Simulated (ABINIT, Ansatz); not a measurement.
Planning a run of ABINIT 10.8.3 on CrF6 (R-3). The input:

```
acell 3*1.0 Angstrom
rprim 
  2.402403871812 1.387028522093 4.369215055800
  -2.402403871812 1.387028522093 4.369215055800
  0.000000000000 -2.774057044186 4.369215055800
ntypat 2
znucl 24 9
natom 7
typat 1 2 2 2 2 2 2
xred 
  0.000000000000 0.000000000000 0.000000000000
  0.368598720000 0.081843300000 0.779004130000
  0.081843300000 0.779004130000 0.368598720000
  0.220995870000 0.631401280000 0.918156700000
  0.918156700000 0.220995870000 0.631401280000
  0.631401280000 0.918156700000 0.220995870000
  0.779004130000 0.368598720000 0.081843300000
pp_dirpath "pseudos"
pseudos "Cr.upf, F.upf"
ecut 43
ngkpt 4 4 4
nshiftk 1
shiftk 0 0 0
kptopt 1
chksymbreak 0
istwfk *1
occopt 1
irdwfk 1
optdriver 4
nband 85
gwcalctyp 0
ecutsigx 43
symsigma 1
nkptgw 2
kptgw 
  0.5000000000 0.5000000000 0.0000000000
  0.0000000000 0.0000000000 0.0000000000
bdgw 
  27 30
  27 31
ecuteps 4.2
irdscr 1
ppmodel 1
indata_prefix "in"
outdata_prefix "out"
tmpdata_prefix "tmp"
```

```sh
OMP_NUM_THREADS=1 mpirun -n 4 abinit run.abi > log
```

Question: How long will it take on 4 MPI ranks of Arm Neoverse N1, shared host, and how much memory?

It took 42 s; on shared hardware allow 21 s to 84 s. Peak host memory was 2.4 GiB.

[Paths, hosts, dates, memory and timing lines, banners, echoed tables and standing remarks are left out of the program output.]

[Logs are printed without paths, hosts, clocks, repeated set-up lines and the standing remarks that a program may print on its own settings, such as how far it seeks lower states.]

[Runs of the session that timed out or met a known fault of the program may be left out.]

[Hosts, paths, dates, database ids (printed as entryN), source tags and the programs' standing remarks are cut or masked in the printed files.]

[G0W0 gaps are taken among the corrected bands and points alone; a level outside them can change the order at an edge.]

[Where Ansatz stands beside ABINIT at settings called matched, ABINIT's density can come from a denser mesh and the files from another edition; pairs whose starting gaps differed by over 0.03 eV were left out, so agreement reads better than it is.]
